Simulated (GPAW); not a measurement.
Consider zinc-blende (GaAs)1-x(GaP)x, x = 0.75.

```cif
data_structure
_symmetry_space_group_name_H-M 'P 1'
_symmetry_Int_Tables_number 1
_cell_length_a 7.7803
_cell_length_b 7.7803
_cell_length_c 7.7803
_cell_angle_alpha 60.000
_cell_angle_beta 60.000
_cell_angle_gamma 60.000
_cell_volume 333.02
loop_
_atom_site_label
_atom_site_type_symbol
_atom_site_fract_x
_atom_site_fract_y
_atom_site_fract_z
_atom_site_occupancy
Ga1 Ga 0.99889 0.99817 0.00761 1
P2 P 0.12682 0.12581 0.12425 1
Ga3 Ga 0.99837 0.99795 0.49681 1
As4 As 0.12360 0.12545 0.62570 1
Ga5 Ga 0.99877 0.50050 0.99921 1
P6 P 0.12483 0.62541 0.12339 1
Ga7 Ga 0.00266 0.50551 0.49401 1
P8 P 0.12332 0.62521 0.62452 1
Ga9 Ga 0.50144 0.00027 0.99821 1
P10 P 0.62602 0.12448 0.12445 1
Ga11 Ga 0.50352 0.00407 0.49524 1
P12 P 0.62548 0.12469 0.62348 1
Ga13 Ga 0.49760 0.49721 0.00719 1
P14 P 0.62431 0.62576 0.12423 1
Ga15 Ga 0.49612 0.49753 0.49685 1
As16 As 0.62275 0.62416 0.62540 1
```

Absorber: atom 1, with 3 P at 2.37 Å and 1 As at 2.43 Å (distorted tetrahedral). Method: GPAW, PBE, excited-electron core hole (neutral cell), 16-atom cell with 7.8 Å between holes, 4×4×4 k points, dipole transitions, Gaussian full width 1.82 eV up to 4 eV, rising linearly to 3.5 eV at 25 eV.

Question: Predict the near-edge structure at the Ga K edge.

Main maxima up to 26 eV above the zero (height): 4.0 eV (1.74), 7.6 eV (0.97) and 11.4 eV (1.11). A K edge sees empty p states on the absorber. 

The Ga K spectrum (energy from the bottom of the conduction band, which holds the excited electron; intensity scaled to a mean of 1 over the first 20 eV):

| E (eV) | intensity |
| --- | --- |
| -2.0 | 0.00 |
| -1.5 | 0.00 |
| -1.0 | 0.01 |
| -0.5 | 0.05 |
| 0.0 | 0.14 |
| 0.5 | 0.30 |
| 1.0 | 0.53 |
| 1.5 | 0.78 |
| 2.0 | 1.02 |
| 2.5 | 1.24 |
| 3.0 | 1.48 |
| 3.5 | 1.68 |
| 4.0 | 1.74 |
| 4.5 | 1.61 |
| 5.0 | 1.37 |
| 5.5 | 1.14 |
| 6.0 | 0.99 |
| 6.5 | 0.93 |
| 7.0 | 0.95 |
| 7.5 | 0.97 |
| 8.0 | 0.95 |
| 8.5 | 0.91 |
| 9.0 | 0.89 |
| 9.5 | 0.92 |
| 10.0 | 0.98 |
| 10.5 | 1.06 |
| 11.0 | 1.10 |
| 11.5 | 1.11 |
| 12.0 | 1.09 |
| 12.5 | 1.06 |
| 13.0 | 1.03 |
| 13.5 | 1.01 |
| 14.0 | 0.99 |
| 14.5 | 0.96 |
| 15.0 | 0.91 |
| 15.5 | 0.87 |
| 16.0 | 0.84 |
| 16.5 | 0.84 |
| 17.0 | 0.86 |
| 17.5 | 0.87 |
| 18.0 | 0.86 |
| 18.5 | 0.84 |
| 19.0 | 0.82 |
| 19.5 | 0.80 |
| 20.0 | 0.80 |
| 20.5 | 0.80 |
| 21.0 | 0.80 |
| 21.5 | 0.80 |
| 22.0 | 0.79 |
| 22.5 | 0.76 |
| 23.0 | 0.74 |
| 23.5 | 0.72 |
| 24.0 | 0.70 |
| 24.5 | 0.71 |
| 25.0 | 0.72 |
| 25.5 | 0.74 |
| 26.0 | 0.76 |
| 26.5 | 0.79 |

The script folds with a Gaussian, whereas the core hole's own line is a Lorentzian, so the onset is too steep and the first peak too high.

[Banner, clock and machine lines of the logs are left out without a mark of their own.]

[Logs are printed without paths, hosts, clocks, repeated set-up lines and the standing remarks that a program may print on its own settings, such as how far it seeks lower states.]

[Hosts, paths, dates, database ids (printed as entryN), source tags and the programs' standing remarks are cut or masked in the printed files.]

[Lists of maxima count a maximum above −3 eV only where it reaches 4 % of the highest in the window and stands out from its surroundings by 2 % of it (1.5 % where it reaches 55 %); shoulders and weaker maxima are passed over, and of the rest the first, up to two pre-edge ones and the few strongest are named.]
